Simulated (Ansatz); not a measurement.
# What Y2SOF2 (built on the sites of a database entry of YSF) distorts into, part 2 of 3

Which phase does Y2SOF2 (built on the sites of a database entry of YSF) fall into along its unstable mode, and how much energy does it gain?

Ansatz 0.2.0; DFT PBEsol, scalar-relativistic, plane waves, PAW.

So far. Step 4 (The mode frozen in, largest atomic shift 0.14 Å): The run ends at a pressure of 0.65 GPa, with forces up to 0.15 eV/Å. Step 5 (Energy along the mode, all amplitudes (two of the runs …): The lowest of the steps tried is at 0.14 Å, 1.89 meV/atom below the parent; the bottom of the well need not coincide with a step.

The structure was built from a prototype and need not be the compound's stable phase.

**6. Relaxation from the frozen mode**

Starting from the lowest point found, all atoms and the cell are let go, so that strain and other modes of the same symmetry can join in.

input.yaml

```yaml
crystal:
  lattice:
    - [3.4651963628, 0.0, 0.0]
    - [0.0, 3.4651963628, 0.0]
    - [0.0, 0.0, 7.1008233715]
  atoms:
    - { symbol: "Y", position: [-0.0026899141, 0.4973100859, 0.2022743338] }
    - { symbol: "Y", position: [0.5104978919, 0.0104978919, 0.7487887792] }
    - { symbol: O, position: [-0.028568352, 0.471431648, 0.6950974598] }
    - { symbol: S, position: [0.4958947855, -0.0041052145, 0.3631213668] }
    - { symbol: F, position: [-0.00116116, -0.0043917574, 0.9953590302] }
    - { symbol: F, position: [0.4956082426, 0.49883884, 0.9953590302] }
kpoints:
  mp_grid: { grid: [8, 8, 4] }
hamiltonian:
  xc: pbesol
scf:
  occupations: { method: fixed }
output:
  forces: true
  stress: true
  eigenvalues: true
relax:
  adjacent_minimum: "off"
  f_tol: 0.002
  max_steps: 120
  cell: { stress_tol: 0.03 }
```

Run with:

```console
ansatz run input.yaml --threads 8 --pin off --max-ram 14336MiB --backend cpu --events-out ev --progress --plain --runs-dir out
```

Numbers of over 12 decimals in the logs are rounded to 6 here.

The log of the run:

```text
[...]
Crystal: 6 atoms, lattice volume = 85.264 Å³
Basis set: ecut = 420 eV, 1643 PW (Γ), exchange–correlation on 48×48×96 points (8 copies of the dense FFT grid, shifted against one another)
Bands: 30, of which v1, the nominal top of the filled ones, is band 24 counted from 1 (23 counted from 0)
Symmetry: 2 space group operations
[...]
k-points: 78 of 256 (time reversal used)
[...]
SCF iter   1: F=—  HF=-10648.364451 eV  |F-HF|=—  |Δ(HF+E_count)|=         —  Δρ=1.57e-2  dr2=1.70e-1  ethr=1.77e-3  ⟨swp⟩=5.0  Hψ=9056  notcnv=0  defer=288
[...]
SCF iter   8: F=-10648.325596 eV  HF=-10648.325595 eV  |F-HF|=1.14e-8  |Δ(HF+E_count)|=   1.03e-7  Δρ=1.06e-5  dr2=3.59e-8  ethr=2.08e-10  ⟨swp⟩=9.7  Hψ=12214  notcnv=0
SCF 1 converged in 8 iterations: F = -10648.325596 eV  dr2 = 3.59e-8
[...]
relax step   1: F+E_penalty+E_count = -10648.32559551 eV  Δ(F+E_penalty+E_count) = +0.000e0 eV  max|allowed force component| = 1.048e-1 eV/Å  Δτ_max = 0.0000 Å  P = +0.649 GPa  Ω = 85.264 Å³  (8 SCF iters, dr2 threshold 1.00e-7 eV, accepted)
Crystal: 6 atoms, lattice volume = 86.008 Å³
Basis set: ecut = 420 eV, 1671 PW (Γ), exchange–correlation on 48×48×96 points (8 copies of the dense FFT grid, shifted against one another)
[...]
iter 1 solved again at ethr=4.04e-5 eV; its pass at ethr=3.10e-3 eV (dr2=1.94e-2 eV) is discarded
[...]
SCF iter   7: F=-10648.329665 eV  HF=-10648.329665 eV  |F-HF|=1.42e-8  |Δ(HF+E_count)|=   3.98e-7  Δρ=3.05e-5  dr2=2.98e-7  ethr=1.25e-9  ⟨swp⟩=11.4  Hψ=12960  notcnv=0
SCF 2 converged in 7 iterations: F = -10648.329665 eV  dr2 = 2.98e-7
relax step   2: F+E_penalty+E_count = -10648.32966477 eV  Δ(F+E_penalty+E_count) = -4.069e-3 eV  max|allowed force component| = 1.754e-1 eV/Å  Δτ_max = 0.0725 Å  P = -0.547 GPa  Ω = 86.008 Å³  energy of the carried Pulay correction = -2.051e-3 eV  (7 SCF iters, dr2 threshold 6.00e-7 eV, accepted)
Crystal: 6 atoms, lattice volume = 85.842 Å³
Basis set: ecut = 420 eV, 1667 PW (Γ), exchange–correlation on 48×48×96 points (8 copies of the dense FFT grid, shifted against one another)
[...]
SCF iter   6: F=-10648.337129 eV  HF=-10648.337129 eV  |F-HF|=8.63e-8  |Δ(HF+E_count)|=   4.05e-7  Δρ=2.80e-5  dr2=2.70e-7  ethr=1.25e-9  ⟨swp⟩=9.4  Hψ=14623  notcnv=0
the search or the solves at the SCF's close seem to have found levels that the self-consistency loop had missed (the run counts 1). By its estimate they hold under 1e-12 electrons; where the run keeps them, the occupations were computed again with them
SCF 3 converged in 6 iterations: F = -10648.337129 eV  dr2 = 2.70e-7
relax step   3: F+E_penalty+E_count = -10648.33712867 eV  Δ(F+E_penalty+E_count) = -7.464e-3 eV  max|allowed force component| = 1.290e-1 eV/Å  Δτ_max = 0.0293 Å  P = -0.213 GPa  Ω = 85.842 Å³  energy of the carried Pulay correction = -1.596e-3 eV  (6 SCF iters, dr2 threshold 6.00e-7 eV, accepted)
[... from here on, the SCF cycles and remarks between the steps are left out ...]
relax step   4: F+E_penalty+E_count = -10648.34731294 eV  Δ(F+E_penalty+E_count) = -1.018e-2 eV  max|allowed force component| = 9.435e-2 eV/Å  Δτ_max = 0.0407 Å  P = -0.149 GPa  Ω = 86.082 Å³  energy of the carried Pulay correction = -2.257e-3 eV  (6 SCF iters, dr2 threshold 6.00e-7 eV, accepted)
relax step   5: F+E_penalty+E_count = -10648.34858233 eV  Δ(F+E_penalty+E_count) = -1.269e-3 eV  max|allowed force component| = 1.035e-1 eV/Å  Δτ_max = 0.0710 Å  P = +0.060 GPa  Ω = 86.536 Å³  energy of the carried Pulay correction = -3.497e-3 eV  (7 SCF iters, dr2 threshold 5.56e-7 eV, accepted)
relax step   6: F+E_penalty+E_count = -10648.35192972 eV  Δ(F+E_penalty+E_count) = -3.347e-3 eV  max|allowed force component| = 2.147e-2 eV/Å  Δτ_max = 0.0215 Å  P = -0.045 GPa  Ω = 86.436 Å³  energy of the carried Pulay correction = -3.226e-3 eV  (6 SCF iters, dr2 threshold 6.00e-7 eV, accepted)
relax step   7: F+E_penalty+E_count = -10648.35219991 eV  Δ(F+E_penalty+E_count) = -2.702e-4 eV  max|allowed force component| = 6.646e-3 eV/Å  Δτ_max = 0.0021 Å  P = +0.019 GPa  Ω = 86.364 Å³  energy of the carried Pulay correction = -3.028e-3 eV  (6 SCF iters, dr2 threshold 5.52e-8 eV, accepted)
relax step   8: F+E_penalty+E_count = -10648.35220049 eV  Δ(F+E_penalty+E_count) = -5.798e-7 eV  max|allowed force component| = 2.186e-3 eV/Å  Δτ_max = 0.0010 Å  P = -0.002 GPa  Ω = 86.369 Å³  energy of the carried Pulay correction = -3.042e-3 eV  (5 SCF iters, dr2 threshold 6.22e-9 eV, accepted)
relax step   9: F+E_penalty+E_count = -10648.35223778 eV  Δ(F+E_penalty+E_count) = -3.729e-5 eV  max|allowed force component| = 1.545e-3 eV/Å  Δτ_max = 0.0012 Å  P = -0.002 GPa  Ω = 86.356 Å³  energy of the carried Pulay correction = -3.007e-3 eV  (7 SCF iters, dr2 threshold 2.99e-10 eV, accepted)
relax step  10: F+E_penalty+E_count = -10648.35748731 eV  Δ(F+E_penalty+E_count) = -5.250e-3 eV  max|allowed force component| = 2.298e-3 eV/Å  Δτ_max = 0.0000 Å  P = +0.107 GPa  Ω = 86.356 Å³  stress off target by 3.00e-1 GPa  SCF on the basis re-selected at this cell (its energy is not comparable with the rows above)  (8 SCF iters)
relax step  11: F+E_penalty+E_count = -10648.35755466 eV  Δ(F+E_penalty+E_count) = -6.736e-5 eV  max|allowed force component| = 1.487e-3 eV/Å  Δτ_max = 0.0058 Å  P = +0.010 GPa  Ω = 86.429 Å³  energy of the carried Pulay correction = -2.177e-4 eV  (6 SCF iters, dr2 threshold 2.25e-7 eV, accepted)
relax step  12: F+E_penalty+E_count = -10648.35755336 eV  Δ(F+E_penalty+E_count) = +1.305e-6 eV  max|allowed force component| = 2.503e-3 eV/Å  Δτ_max = 0.0015 Å  P = +0.008 GPa  Ω = 86.430 Å³  energy of the carried Pulay correction = -2.237e-4 eV  (6 SCF iters, dr2 threshold 4.08e-9 eV, accepted)
relax step  13: F+E_penalty+E_count = -10648.35752552 eV  Δ(F+E_penalty+E_count) = +2.784e-5 eV  max|allowed force component| = 1.131e-3 eV/Å  Δτ_max = 0.0004 Å  P = -0.005 GPa  Ω = 86.440 Å³  energy of the carried Pulay correction = -2.523e-4 eV  (6 SCF iters, dr2 threshold 3.92e-10 eV, accepted)
[...]
SCF iter   6: F=-10648.357816 eV  HF=-10648.357816 eV  |F-HF|=4.18e-11  |Δ(HF+E_count)|=  1.24e-10  Δρ=2.57e-7  dr2=1.67e-11  ethr=1.00e-12  ⟨swp⟩=12.6  Hψ=13085  notcnv=0
SCF 14 converged in 6 iterations: F = -10648.357816 eV  dr2 = 1.67e-11
relax step  14: F+E_penalty+E_count = -10648.35781583 eV  Δ(F+E_penalty+E_count) = -2.903e-4 eV  max|allowed force component| = 1.026e-3 eV/Å  Δτ_max = 0.0000 Å  P = -0.003 GPa  Ω = 86.440 Å³  stress off target by 2.04e-2 GPa  SCF on the basis re-selected at this cell (its energy is not comparable with the rows above)  (6 SCF iters)
[...]
SCF converged after 6 iterations
Free energy (F): -10648.357816 eV
[...]
Internal energy: -10648.357816 eV  (E = F + TS)
E sigma→0 (E₀):  -10648.357816 eV
Fermi energy:    9.135620 eV
[...]
--- Forces (eV/Å), atoms counted from 1 ---
  atom   1  Y      0.00000970     0.00000970    -0.00102655
  atom   2  Y      0.00012383     0.00012383     0.00096067
  atom   3  O     -0.00022579    -0.00022579    -0.00039377
  atom   4  S      0.00005789     0.00005789     0.00050675
  atom   5  F     -0.00011503     0.00014945    -0.00002483
  atom   6  F      0.00014945    -0.00011503    -0.00002483
  max |Σ_I F_I| component: 2.56e-6 eV/Å
--- Stress (GPa, compression-positive) ---
        0.004000       0.007922       0.008005
        0.007922       0.004000       0.008005
        0.008005       0.008005      -0.016413
  P = ⅓ Tr σ = -0.0028 GPa (-0.028 kbar)
--- Band table (eV; the first three rows and the last of 78) ---
  k-point 0: bands = [... 20 lower, 8.1902, 8.9546, 9.0209, 9.1356, 11.4928, 13.4103, 13.4938, 14.2390, ... 2 higher]
  k-point 1: bands = [... 20 lower, 8.2214, 8.9156, 8.9232, 9.0172, 11.5737, 13.2500, 13.5478, 14.2789, ... 2 higher]
  k-point 2: bands = [... 20 lower, 8.2516, 8.7369, 8.8895, 8.9743, 11.6698, 13.0789, 13.5970, 14.3037, ... 2 higher]
  k-point 77: bands = [... 20 lower, 7.6632, 8.1264, 8.2597, 8.6471, 14.3313, 14.3900, 14.5983, 15.2571, ... 2 higher]
--- Relaxed structure (12 steps of the walk, 12 accepted, 2 SCFs on fresh bases) ---
  F+E_penalty+E_count = -10648.35781583 eV   max|allowed force component| = 1.026e-3 eV/Å   (the final SCF, on the basis selected at the relaxed cell)
  cell:  # Å, volume = 86.4403 Å³
    - [3.511057, 0.044538, 0.036024]
    - [0.044538, 3.511057, 0.036024]
    - [0.073820, 0.073820, 7.014601]
  atoms:
    - { symbol: Y, position: [-0.012752, 0.487248, 0.205329] }
    - { symbol: Y, position: [0.541824, 0.041824, 0.748122] }
    - { symbol: O, position: [-0.034486, 0.465514, 0.689259] }
    - { symbol: S, position: [0.480651, -0.019349, 0.363103] }
    - { symbol: F, position: [0.000456644, -0.00611199, 0.997094] }
    - { symbol: F, position: [0.493888, 0.500457, 0.997094] }
```

Elapsed: 32 s, on 8 threads of Arm Neoverse V2, shared host; peak memory 0.56 GiB; 4 min of CPU time.

Relaxation path:

```csv
step,energy less that of the first step (eV),largest force component (eV/Å),pressure (GPa),volume (Å³)
1,0.0000,0.1048,0.65,85.26
2,-0.0041,0.1754,-0.55,86.01
3,-0.0115,0.1290,-0.21,85.84
4,-0.0217,0.0943,-0.15,86.08
5,-0.0230,0.1035,0.06,86.54
6,-0.0263,0.0215,-0.04,86.44
7,-0.0266,0.0066,0.02,86.36
8,-0.0266,0.0022,0.00,86.37
9,-0.0266,0.0015,0.00,86.36
10*,-0.0319,0.0023,0.11,86.36
11,-0.0320,0.0015,0.01,86.43
12,-0.0320,0.0025,0.01,86.43
13,-0.0319,0.0011,-0.01,86.44
14*,-0.0322,0.0010,0.00,86.44
```

Relaxation steps marked * repeat the geometry before them on a plane-wave basis chosen anew for their cell, so energy and pressure can jump there.

Forces are held to the 2 operations that the run works with; a distortion that breaks them can't arise in this run.

```csv
cell as run,before,after,change
a (Å),3.465,3.512,+1.3 %
b (Å),3.465,3.512,+1.3 %
c (Å),7.101,7.015,-1.2 %
α (°),90.00,88.80,-1.3 %
β (°),90.00,88.80,-1.3 %
γ (°),90.00,88.54,-1.6 %
volume (Å³/atom),14.21,14.41,+1.4 %
```

The atoms that moved most (Å, as changes of fractional coordinates times the final cell):

```csv
atom,dx,dy,dz,length
Y2,0.111,0.111,-0.002,0.157
S4,-0.054,-0.054,-0.001,0.077
Y1,-0.036,-0.036,0.021,0.054
O3,-0.021,-0.021,-0.041,0.051
F6,-0.006,0.006,0.012,0.015
F5,0.006,-0.006,0.012,0.015
```

The relaxed structure:

```xyz
6
Lattice="3.5111 0.0445 0.0360 0.0445 3.5111 0.0360 0.0738 0.0738 7.0146" Properties=species:S:1:pos:R:3 pbc="T T T"
Y    -0.0079    1.7253    1.4574
Y     1.9595    0.2262    5.2688
O    -0.0495    1.6838    4.8504
S     1.7135   -0.0197    2.5636
F     0.0749    0.0522    6.9940
F     1.8300    1.8527    7.0300
```

This step gave:

```yaml
pressure: -0.002804 GPa
gap_on_the_k_mesh: 2.357 eV
volume_per_atom: 14.41 Å³
```

The distorted start has space group Cm; the relaxation ends in Cm.

**7. The new phase in its own primitive cell**

The relaxed structure is symmetrised, reduced to its primitive cell and relaxed tightly, as its phonons need.

input.yaml

```yaml
crystal:
  lattice:
    - [2.514443271, -2.4511993343, 0.0]
    - [2.514443271, 2.4511993343, 0.0]
    - [-0.2048828061, 0.0, 7.0123856137]
  atoms:
    - { symbol: "Y", position: [0.987247674, 0.987247674, 0.7946713089] }
    - { symbol: "Y", position: [0.5418243716, 0.5418243716, 0.2518777365] }
    - { symbol: O, position: [0.9655137008, 0.9655137008, 0.3107413196] }
    - { symbol: S, position: [0.4806510988, 0.4806510988, 0.6368968217] }
    - { symbol: F, position: [0.4938880051, 0.0004566436, 0.0029064067] }
    - { symbol: F, position: [0.0004566436, 0.4938880051, 0.0029064067] }
kpoints:
  mp_grid: { grid: [6, 6, 4] }
hamiltonian:
  xc: pbesol
scf:
  occupations: { method: fixed }
output:
  forces: true
  stress: true
  eigenvalues: true
relax:
  adjacent_minimum: "off"
  f_tol: 0.001
  max_steps: 60
  cell: { stress_tol: 0.01 }
```

The log of the run:

```text
[...]
Crystal: 6 atoms, lattice volume = 86.440 Å³
Basis set: ecut = 420 eV, 1673 PW (Γ), exchange–correlation on 48×48×96 points (8 copies of the dense FFT grid, shifted against one another)
Bands: 30, of which v1, the nominal top of the filled ones, is band 24 counted from 1 (23 counted from 0)
Symmetry: 2 space group operations
[...]
k-points: 47 of 144 (time reversal used)
[...]
- [2.515347, 2.451482, -0.00059249]
    - [-0.206609, -7.878165875551528e-19, 7.008838]
  atoms:
    - { symbol: Y, position: [0.987186, 0.987186, 0.794553] }
    - { symbol: Y, position: [0.541991, 0.541991, 0.251869] }
    - { symbol: O, position: [0.965413, 0.965413, 0.310908] }
    - { symbol: S, position: [0.480518, 0.480518, 0.636888] }
    - { symbol: F, position: [0.493932, 0.000541691, 0.00289115] }
    - { symbol: F, position: [0.000541691, 0.493932, 0.00289115] }
[key lines of the parts left out:]
SCF converged after 6 iterations
Free energy (F): -10648.357026 eV
Fermi energy:    9.136702 eV
P = ⅓ Tr σ = -0.0005 GPa (-0.005 kbar)
```

Elapsed: 13 s, on 8 threads; peak memory 0.51 GiB; 92 s of CPU time.

Little changed from the start: no atom moved by 0.005 Å and no cell edge by 0.1 %.

A gap read on the k-mesh alone can miss the band edges.

This step gave:

```
pressure           : -4.90e-4 GPa
direct gap on mesh : 2.357 eV
```

The largest force component left is 0.17 meV/Å and the pressure is 0.000 GPa, within the tolerances set. The cell now holds 14.41 Å³/atom.

(Continued in part 3 of 3.)

[Logs are printed without paths, hosts, clocks, repeated set-up lines and the standing remarks that a program may print on its own settings, such as how far it seeks lower states.]

[Hosts, paths, dates, database ids (printed as entryN), source tags and the programs' standing remarks are cut or masked in the printed files.]
